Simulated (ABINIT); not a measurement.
# RbCaH3 (Pm-3m): from the cell to the phonon bands, part 2 of 4

Wanted: phonon bands, density of states and zone-centre response of RbCaH3 (Pm-3m).

ABINIT 10.8.3; DFT LDA, scalar-relativistic, plane waves, PseudoDojo stringent norm-conserving pseudopotentials.

So far. Step 5 (Relaxing the cell and atoms): The volume changes by -0.0 % in this run and stands -13.0 % from the first cell. The relaxed cell has a = 4.397 Å (conventional setting).

The structure was built from a prototype and need not be the compound's stable phase.

## Step 8: Linear response at Γ

The derivative of the wavefunctions by k comes first, since the response to a field is built on it; then the field and the displacements that symmetry doesn't supply are solved at q = 0.

It reads the wavefunctions written in step 6.

The input, dfpt_gamma.abi:

```
ndtset 2

# common to the responses
getwfk_filepath "gso_WFK"
kptopt 2
nqpt 1
qpt 0.0 0.0 0.0
asr 0
chneut 0

# d/dk
rfelfd1 2
rfdir1 1 1 1
iscf1 -3
tolwfr1 1.0d-20

# displacements, field
rfphon2 1
rfatpol2 1 5
rfdir2 1 1 1
rfelfd2 3
getddk2 1
tolvrs2 1.0d-10
prtwf2 0

# basis, mesh and filling
ecut 31.0
ngkpt 4 4 4
nshiftk 1
shiftk 0.0 0.0 0.0
istwfk *1
occopt 1
nband 11
nstep 100
diemac 9.0
prtebands 0
prtgsr 0
useylm 1

# cell and atoms
acell 8.309545539 8.309545539 8.309545539
rprim 
    1.0 0.0 0.0
    0.0 1.0 0.0
    0.0 0.0 1.0
ntypat 3
znucl 37 20 1
natom 5
typat 1 2 3 3 3
xred 
    0.0 0.0 0.0
    0.5 0.5 0.5
    0.5 0.5 0.0
    0.5 0.0 0.5
    0.0 0.5 0.5
pp_dirpath "./pseudo"
pseudos "Rb.upf, Ca.upf, H.upf"
```

The run is started by

```
OMP_NUM_THREADS=1 mpirun -n 4 abinit dfpt_gamma.abi > dfpt_gamma.log
```

Numbers of over 12 decimals in the logs are rounded to 6 here.

dfpt_gamma.abo, the main output file:

```text
[banners, grids, parts of the stress and lines that vanish by symmetry left out]
- input  file    -> dfpt_gamma.abi
- output file    -> dfpt_gamma.abo
- root for input  files -> dfpt_gammai
[...]
DATASET    1 : space group Pm -3 m (#221); Bravais cP (primitive cubic)
[...]
nfft =       91125          nkpt =          36
[...]
DATASET    2 : space group Pm -3 m (#221); Bravais cP (primitive cubic)
[...]
nfft =       91125          nkpt =          36
[...]
== DATASET  1 ==================================================================
[...]
cutoff_energies: {ecut:  31.0, pawecutdg:  -1.0, }
[...]
-  1.00000   1.00000  180309                  znucl, zion, pspdat
[...]
Perturbation : derivative vs k along direction   1
[...]
-ETOT  1  -11.942153466145     -1.194E+01 1.629E-01 0.000E+00
 ETOT  2  -11.992284063669     -5.013E-02 7.118E-03 0.000E+00
 ETOT  3  -11.993514204694     -1.230E-03 1.341E-04 0.000E+00
 ETOT  4  -11.993567734787     -5.353E-05 2.513E-05 0.000E+00
 ETOT  5  -11.993570806165     -3.071E-06 3.383E-07 0.000E+00
[...]
At SCF step   20   max residual=  9.99E-21 < tolwfr=  1.00E-20 =>converged.
[...]
Perturbation : derivative vs k along direction   2
[...]
-ETOT  1  -11.941402347436     -1.194E+01 1.629E-01 0.000E+00
[...]
At SCF step   20   max residual=  9.99E-21 < tolwfr=  1.00E-20 =>converged.
[...]
Perturbation : derivative vs k along direction   3
[...]
-ETOT  1  -11.942153416459     -1.194E+01 1.629E-01 0.000E+00
[...]
At SCF step   20   max residual=  9.99E-21 < tolwfr=  1.00E-20 =>converged.
[...]
1        1       0.8998353652   -0.0000000000
     1        2       0.0000000000    0.0000000000
     1        3       0.0000000000    0.0000000000
     2        1       0.0000000000    0.0000000000
     2        2       0.8998353652   -0.0000000000
     2        3       0.0000000000    0.0000000000
     3        1       0.0000000000    0.0000000000
     3        2       0.0000000000    0.0000000000
     3        3       0.8998353652   -0.0000000000
[...]
== DATASET  2 ==================================================================
[...]
cutoff_energies: {ecut:  31.0, pawecutdg:  -1.0, }
[...]
Perturbation : displacement of atom   1   along direction   1
[...]
-ETOT  1   1.433918     -1.326E+03 5.300E+00 9.999E+01
[...]
At SCF step   11       vres2   =  6.68E-11 < tolvrs=  1.00E-10 =>converged.
[...]
Perturbation : displacement of atom   2   along direction   1
[...]
-ETOT  1   8.752001     -3.119E+03 1.344E+01 5.073E+02
[...]
At SCF step   12       vres2   =  5.50E-12 < tolvrs=  1.00E-10 =>converged.
[...]
Perturbation : displacement of atom   3   along direction   1
[...]
-ETOT  1  0.955427     -6.898E+01 1.186E+00 1.974E+03
[...]
At SCF step   11       vres2   =  1.87E-11 < tolvrs=  1.00E-10 =>converged.
[...]
Perturbation : displacement of atom   3   along direction   3
[...]
-ETOT  1   4.572067     -7.014E+01 3.082E-01 2.588E+03
[...]
At SCF step   11       vres2   =  1.49E-11 < tolvrs=  1.00E-10 =>converged.
[...]
Perturbation : homogeneous electric field along direction   1
[...]
-ETOT  1  -60.896820266623     -6.090E+01 2.903E+00 5.544E+03
[...]
ETOT 12  -64.690674216097     -2.213E-11 2.338E-11 1.570E-10
 ETOT 13  -64.690674216100     -2.160E-12 1.419E-12 1.617E-12
 At SCF step   13       vres2   =  1.62E-12 < tolvrs=  1.00E-10 =>converged.
[...]
Dielectric tensor, in cartesian coordinates,
[...]
1    7   1    7         3.4780754944        -0.0000000000
   1    7   2    7        -0.0000000000        -0.0000000000
   1    7   3    7        -0.0000000000        -0.0000000000
   2    7   1    7        -0.0000000000        -0.0000000000
   2    7   2    7         3.4780754944        -0.0000000000
   2    7   3    7        -0.0000000000        -0.0000000000
   3    7   1    7        -0.0000000000        -0.0000000000
   3    7   2    7        -0.0000000000        -0.0000000000
   3    7   3    7         3.4780754944        -0.0000000000
  Effective charges, in cartesian coordinates,
[...]
1    1   1    7         1.0893826845         0.0000000000
   2    1   1    7         0.0000000000         0.0000000000
   3    1   1    7         0.0000000000         0.0000000000
   1    2   1    7         1.7421349088         0.0000000000
   2    2   1    7         0.0000000000         0.0000000000
[...]
Effective charges, in cartesian coordinates,
[...]
2    7   1    5         0.0000000000         0.0000000000
   3    7   1    5         0.0000000000         0.0000000000
   1    7   2    5         0.0000000000         0.0000000000
   2    7   2    5        -0.8839976015         0.0000000000
   3    7   2    5         0.0000000000         0.0000000000
   1    7   3    5         0.0000000000         0.0000000000
   2    7   3    5         0.0000000000         0.0000000000
   3    7   3    5        -0.8839976015         0.0000000000
  Phonon wavevector (reduced coordinates) :  0.00000  0.00000  0.00000
 Phonon energies in Hartree :
[...]
Phonon frequencies in cm-1    :
- -5.189297E-01 -5.189295E-01 -5.189289E-01  1.082602E+02  1.082602E+02
-  1.082602E+02  3.477905E+02  3.477905E+02  3.477905E+02  4.044832E+02
-  4.044832E+02  4.044832E+02  1.206346E+03  1.206346E+03  1.206346E+03
  Phonon at Gamma, with non-analyticity in the
[...]
Phonon energies in Hartree :
[...]
Phonon frequencies in cm-1    :
- -5.189297E-01 -5.189295E-01 -4.930683E-01  1.082602E+02  1.082602E+02
-  1.186426E+02  3.477905E+02  3.477905E+02  3.477905E+02  4.044832E+02
-  4.044832E+02  6.419814E+02  1.206346E+03  1.206346E+03  1.291107E+03
  Phonon at Gamma, with non-analyticity in the
[...]
Phonon energies in Hartree :
[...]
Phonon frequencies in cm-1    :
- -5.189297E-01 -5.189289E-01 -4.930689E-01  1.082602E+02  1.082602E+02
-  1.186426E+02  3.477905E+02  3.477905E+02  3.477905E+02  4.044832E+02
-  4.044832E+02  6.419814E+02  1.206346E+03  1.206346E+03  1.291107E+03
  Phonon at Gamma, with non-analyticity in the
[...]
Phonon energies in Hartree :
[...]
Phonon frequencies in cm-1    :
- -5.189295E-01 -5.189289E-01 -4.930692E-01  1.082602E+02  1.082602E+02
-  1.186426E+02  3.477905E+02  3.477905E+02  3.477905E+02  4.044832E+02
-  4.044832E+02  6.419814E+02  1.206346E+03  1.206346E+03  1.291107E+03
[...]
fcart2     0.0000000000E+00  0.0000000000E+00  0.0000000000E+00
           strten2     0.0000000000E+00  0.0000000000E+00  0.0000000000E+00
================================================================================
```

Run time: 2.5 min. Hardware: 4 MPI ranks of Arm Neoverse V1, shared host; 9.8 min of CPU time.

Read from the output:

| Quantity | Value |
| --- | --- |
| miss of the charge sum rule | 0.008294 e |
| largest acoustic frequency at the zone centre before the sum rule | -0.52 cm⁻¹ |
| highest optical zone-centre mode (no LO-TO term) | 1206 cm⁻¹ |
| lowest optical zone-centre mode | 108.3 cm⁻¹ |
| mean high-frequency dielectric constant | 3.478 |
| largest Born charge in size (third of the trace) | 1.742 e |

Born charge (rows field, columns displacement), before the sum rule (e), principal values of the symmetric part by kind of site:

```tsv
atom	atoms with these values	low	middle	high	mean
Rb1	1	1.09	1.09	1.09	1.09
Ca2	1	1.74	1.74	1.74	1.74
H3	3	-1.07	-0.88	-0.88	-0.95
```

In full for Ca2:

```
1.74 0.00 0.00
0.00 1.74 0.00
0.00 0.00 1.74
```

High-frequency dielectric tensor:

```
3.48 0.00 0.00
0.00 3.48 0.00
0.00 0.00 3.48
```

The acoustic modes at Γ come out as far as 0.5 cm⁻¹ from zero, where they should vanish, a small numerical error; the Born charges miss their sum rule by 0.0083 e, which is good.

## Step 9: Zone-centre analysis

anaddb reads the merged derivatives, imposes the acoustic sum rule and charge neutrality, and adds the LO-TO term along chosen directions.

The input, anaddb.abi:

```
ddb_filepath "gamma_DDB"
output_file "anaddb.abo"
outdata_prefix "anaddb"
asr 1
chneut 1
enunit 2
eivec 1
nph1l 1
qph1l 0.0 0.0 0.0 1.0
dieflag 1
nph2l 3
qph2l 
    1.0 0.0 0.0 0.0
    0.0 0.0 1.0 0.0
    1.0 1.0 1.0 0.0
```

The input, mrgddb.in:

```
gamma_DDB
merged
2
dfpt_gammao_DS2_DDB
gso_DDB
```

The run is started by

```
mrgddb < mrgddb.in > mrgddb.log
OMP_NUM_THREADS=1 anaddb anaddb.abi > anaddb.log
```

anaddb.abo, the main output file:

```text
[banners, grids, parts of the stress and lines that vanish by symmetry left out]
-outvars_anaddb: echo values of input variables ----------------------

 Flags :
[...]
Dielectric Tensor and Effective Charges
[...]
Effective charge tensors after
[...]
Phonon wavevector (reduced coordinates) :  0.00000  0.00000  0.00000
 Phonon energies in Hartree :
[...]
Phonon energies in meV     :
-  0.000000E+00  0.000000E+00  0.000000E+00  1.342288E+01  1.342288E+01
-  1.342288E+01  4.312051E+01  4.312051E+01  4.312051E+01  5.014953E+01
-  5.014953E+01  5.014953E+01  1.495678E+02  1.495678E+02  1.495678E+02
 Phonon frequencies in cm-1    :
-  0.000000E+00  0.000000E+00  0.000000E+00  1.082628E+02  1.082628E+02
-  1.082628E+02  3.477904E+02  3.477904E+02  3.477904E+02  4.044832E+02
-  4.044832E+02  4.044832E+02  1.206346E+03  1.206346E+03  1.206346E+03
 Phonon frequencies in Thz     :
-  0.000000E+00  0.000000E+00  0.000000E+00  3.245638E+00  3.245638E+00
-  3.245638E+00  1.042649E+01  1.042649E+01  1.042649E+01  1.212610E+01
-  1.212610E+01  1.212610E+01  3.616534E+01  3.616534E+01  3.616534E+01
 Phonon energies in Kelvin  :
-  0.000000E+00  0.000000E+00  0.000000E+00  1.557660E+02  1.557660E+02
-  1.557660E+02  5.003928E+02  5.003928E+02  5.003928E+02  5.819611E+02
-  5.819611E+02  5.819611E+02  1.735663E+03  1.735663E+03  1.735663E+03
[...]
-  1  0.00000000E+00  0.00000000E+00 -2.06562094E-03
-     0.00000000E+00  0.00000000E+00  0.00000000E+00
-  2  0.00000000E+00  0.00000000E+00 -2.06562293E-03
-     0.00000000E+00  0.00000000E+00  0.00000000E+00
-  3  0.00000000E+00  0.00000000E+00 -2.06562286E-03
-     0.00000000E+00  0.00000000E+00  0.00000000E+00
-  4  0.00000000E+00  0.00000000E+00 -2.06562346E-03
-     0.00000000E+00  0.00000000E+00  0.00000000E+00
-  5  0.00000000E+00  0.00000000E+00 -2.06562346E-03
-     0.00000000E+00  0.00000000E+00  0.00000000E+00
[...]
-  1  0.00000000E+00  2.06562094E-03  0.00000000E+00
-     0.00000000E+00  0.00000000E+00  0.00000000E+00
-  2  0.00000000E+00  2.06562292E-03  0.00000000E+00
-     0.00000000E+00  0.00000000E+00  0.00000000E+00
-  3  0.00000000E+00  2.06562346E-03  0.00000000E+00
-     0.00000000E+00  0.00000000E+00  0.00000000E+00
-  4  0.00000000E+00  2.06562286E-03  0.00000000E+00
-     0.00000000E+00  0.00000000E+00  0.00000000E+00
-  5  0.00000000E+00  2.06562346E-03  0.00000000E+00
-     0.00000000E+00  0.00000000E+00  0.00000000E+00
[...]
-  1  2.06562094E-03  0.00000000E+00  0.00000000E+00
-     0.00000000E+00  0.00000000E+00  0.00000000E+00
-  2  2.06562293E-03  0.00000000E+00  0.00000000E+00
-     0.00000000E+00  0.00000000E+00  0.00000000E+00
-  3  2.06562346E-03  0.00000000E+00  0.00000000E+00
-     0.00000000E+00  0.00000000E+00  0.00000000E+00
-  4  2.06562346E-03  0.00000000E+00  0.00000000E+00
-     0.00000000E+00  0.00000000E+00  0.00000000E+00
[...]
-  5 -2.30656605E-02  0.00000000E+00  0.00000000E+00
-     0.00000000E+00  0.00000000E+00  0.00000000E+00
[...]
-     1         -0.000000     0.000000     0.000001     0.000001
-     2         -0.000000    -0.000001     0.000000     0.000001
[...]
-   1     Real    0.0000E+00  0.0000E+00  0.0000E+00  0.0000E+00  0.0000E+00  0.0000E+00  0.0000E+00
[...]
-   2     Real    0.0000E+00  0.0000E+00  0.0000E+00  0.0000E+00  0.0000E+00  0.0000E+00  0.0000E+00
[...]
-   3     Real    0.0000E+00  0.0000E+00  0.0000E+00  0.0000E+00  0.0000E+00  0.0000E+00  0.0000E+00
[...]
-   4     Real    0.0000E+00  9.4933E-14  2.3313E-05  1.9463E-14 -3.0500E-10 -1.4877E-09  2.3313E-05
[...]
-   5     Real    1.4568E-13  2.3313E-05  9.4930E-14 -1.8429E-09 -1.1760E-13  1.4877E-09  2.3313E-05
[...]
-   6     Real    2.3313E-05  1.4568E-13  0.0000E+00  1.8429E-09  3.0512E-10  2.4119E-14  2.3313E-05
[...]
-   7     Real    0.0000E+00  0.0000E+00  0.0000E+00  0.0000E+00  0.0000E+00  0.0000E+00  0.0000E+00
[...]
-   8     Real    0.0000E+00  0.0000E+00  0.0000E+00  0.0000E+00  0.0000E+00  0.0000E+00  0.0000E+00
[...]
-   9     Real    0.0000E+00  0.0000E+00  0.0000E+00  0.0000E+00  0.0000E+00  0.0000E+00  0.0000E+00
[...]
-  10     Real    0.0000E+00  1.1379E-12  9.3561E-04  2.9072E-14  8.3363E-10  3.2628E-08  9.3561E-04
[...]
-  11     Real    2.0556E-12  9.3561E-04  1.1379E-12 -4.3854E-08  1.5294E-12 -3.2628E-08  9.3561E-04
[...]
-  12     Real    9.3561E-04  2.0556E-12  0.0000E+00  4.3854E-08 -8.3516E-10 -3.9146E-14  9.3561E-04
[...]
-  13     Real    0.0000E+00  0.0000E+00  5.6108E-04  0.0000E+00  0.0000E+00  0.0000E+00  5.6108E-04
[...]
-  14     Real    3.0098E-14  5.6108E-04  0.0000E+00 -4.1095E-09  0.0000E+00  0.0000E+00  5.6108E-04
[...]
-  15     Real    5.6108E-04  3.0098E-14  0.0000E+00  4.1095E-09  0.0000E+00  0.0000E+00  5.6108E-04
[...]
Phonon at Gamma, with non-analyticity in the
[...]
Phonon energies in Hartree :
[...]
Phonon energies in meV     :
[...]
Phonon frequencies in cm-1    :
[...]
Phonon frequencies in Thz     :
[...]
Phonon energies in Kelvin  :
[...]
-  1.706370E+02  5.003928E+02  5.003928E+02  5.003928E+02  5.819611E+02
-  5.819611E+02  9.228230E+02  1.735663E+03  1.735663E+03  1.857193E+03
[...]
-  1  0.00000000E+00  0.00000000E+00  2.06562094E-03
-     0.00000000E+00  0.00000000E+00  0.00000000E+00
-  2  0.00000000E+00  0.00000000E+00  2.06562293E-03
-     0.00000000E+00  0.00000000E+00  0.00000000E+00
-  3  0.00000000E+00  0.00000000E+00  2.06562286E-03
-     0.00000000E+00  0.00000000E+00  0.00000000E+00
-  4  0.00000000E+00  0.00000000E+00  2.06562346E-03
-     0.00000000E+00  0.00000000E+00  0.00000000E+00
-  5  0.00000000E+00  0.00000000E+00  2.06562346E-03
-     0.00000000E+00  0.00000000E+00  0.00000000E+00
[...]
Phonon at Gamma, with non-analyticity in the
[...]
Phonon energies in Hartree :
[...]
Phonon energies in meV     :
-  0.000000E+00  0.000000E+00  0.000000E+00  1.342288E+01  1.342288E+01
-  1.470436E+01  4.312051E+01  4.312051E+01  4.312051E+01  5.014953E+01
-  5.014953E+01  7.952273E+01  1.495678E+02  1.495678E+02  1.600405E+02
 Phonon frequencies in cm-1    :
-  0.000000E+00  0.000000E+00  0.000000E+00  1.082628E+02  1.082628E+02
[...]
Phonon frequencies in Thz     :
[...]
Phonon energies in Kelvin  :
[...]
Phonon at Gamma, with non-analyticity in the
[...]
Phonon energies in Hartree :
[...]
Phonon energies in meV     :
[...]
Phonon frequencies in cm-1    :
[...]
Phonon frequencies in Thz     :
[...]
Phonon energies in Kelvin  :
[...]
-  1.706370E+02  5.003928E+02  5.003928E+02  5.003928E+02  5.819611E+02
-  5.819611E+02  9.228230E+02  1.735663E+03  1.735663E+03  1.857193E+03
[...]
-  4  8.48173362E-04  1.28736186E-02 -2.52844094E-04
-     0.00000000E+00  0.00000000E+00  0.00000000E+00
-  5 -1.83412120E-02 -5.95329268E-04 -2.52844094E-04
-     0.00000000E+00  0.00000000E+00  0.00000000E+00
[...]
Direction                     Dielectric constant
[...]
0.00000   0.00000   1.00000     12.01633459
   1.00000   1.00000   1.00000     12.01633459
-
```

Run time: 0.53 s. Hardware: 1 thread.

Numbers from this step:

- mean static dielectric constant: 12.02
- highest mode moved by the LO-TO term: 1291 cm⁻¹

No LO-TO term; unit eigenvectors of the mass-weighted matrix, from anaddb's displacements. The modes at Γ (shares of kinetic energy by element, %):

```tsv
mode	frequency (cm⁻¹)	symmetry	Rb %	Ca %	H %
1	0.0	acoustic	66	31	2
2	0.0	acoustic	66	31	2
3	0.0	acoustic	66	31	2
4	108.3	T1u	34	62	5
5	108.3	T1u	34	62	5
6	108.3	T1u	34	62	5
7	347.8	T2u	0	0	100
8	347.8	T2u	0	0	100
9	347.8	T2u	0	0	100
10	404.5	T1u	0	5	95
11	404.5	T1u	0	5	95
12	404.5	T1u	0	5	95
13	1206.3	T1u	0	2	98
14	1206.3	T1u	0	2	98
15	1206.3	T1u	0	2	98
```

Displacements in mode 6 (108.3 cm⁻¹), the largest set to 1:
```
Rb1  0.48  0.00  0.00
Ca2 -0.95  0.00  0.00
H3  -1.00  0.00  0.00
H4  -1.00  0.00  0.00
H5  -0.89  0.00  0.00
```

Displacements in mode 15 (1206.3 cm⁻¹), the largest set to 1:
```
Rb1  0.00  0.00  0.00
Ca2  0.02  0.00  0.00
H3   0.05  0.00  0.00
H4   0.05  0.00  0.00
H5  -1.00  0.00  0.00
```

Trace of the oscillator strength, degenerate modes summed. Lines of the infrared spectrum (strongest = 100):

```tsv
position (cm⁻¹)	lines merged	IR intensity, relative
108	3	2.5
348	3	0.0
404	3	100
1206	3	60
```

Static dielectric tensor (ions relaxed, fixed cell):

```
12.02  0.00  0.00
 0.00 12.02  0.00
 0.00  0.00 12.02
```

The rule moves no optical mode by more than 0.1 cm⁻¹.

[end of part 2 of 4]

[Host names and launcher messages were left out of these logs when they were recorded.]

[Logs are printed without paths, hosts, clocks, repeated set-up lines and the standing remarks that a program may print on its own settings, such as how far it seeks lower states.]

[Hosts, paths, dates, database ids (printed as entryN), source tags and the programs' standing remarks are cut or masked in the printed files.]
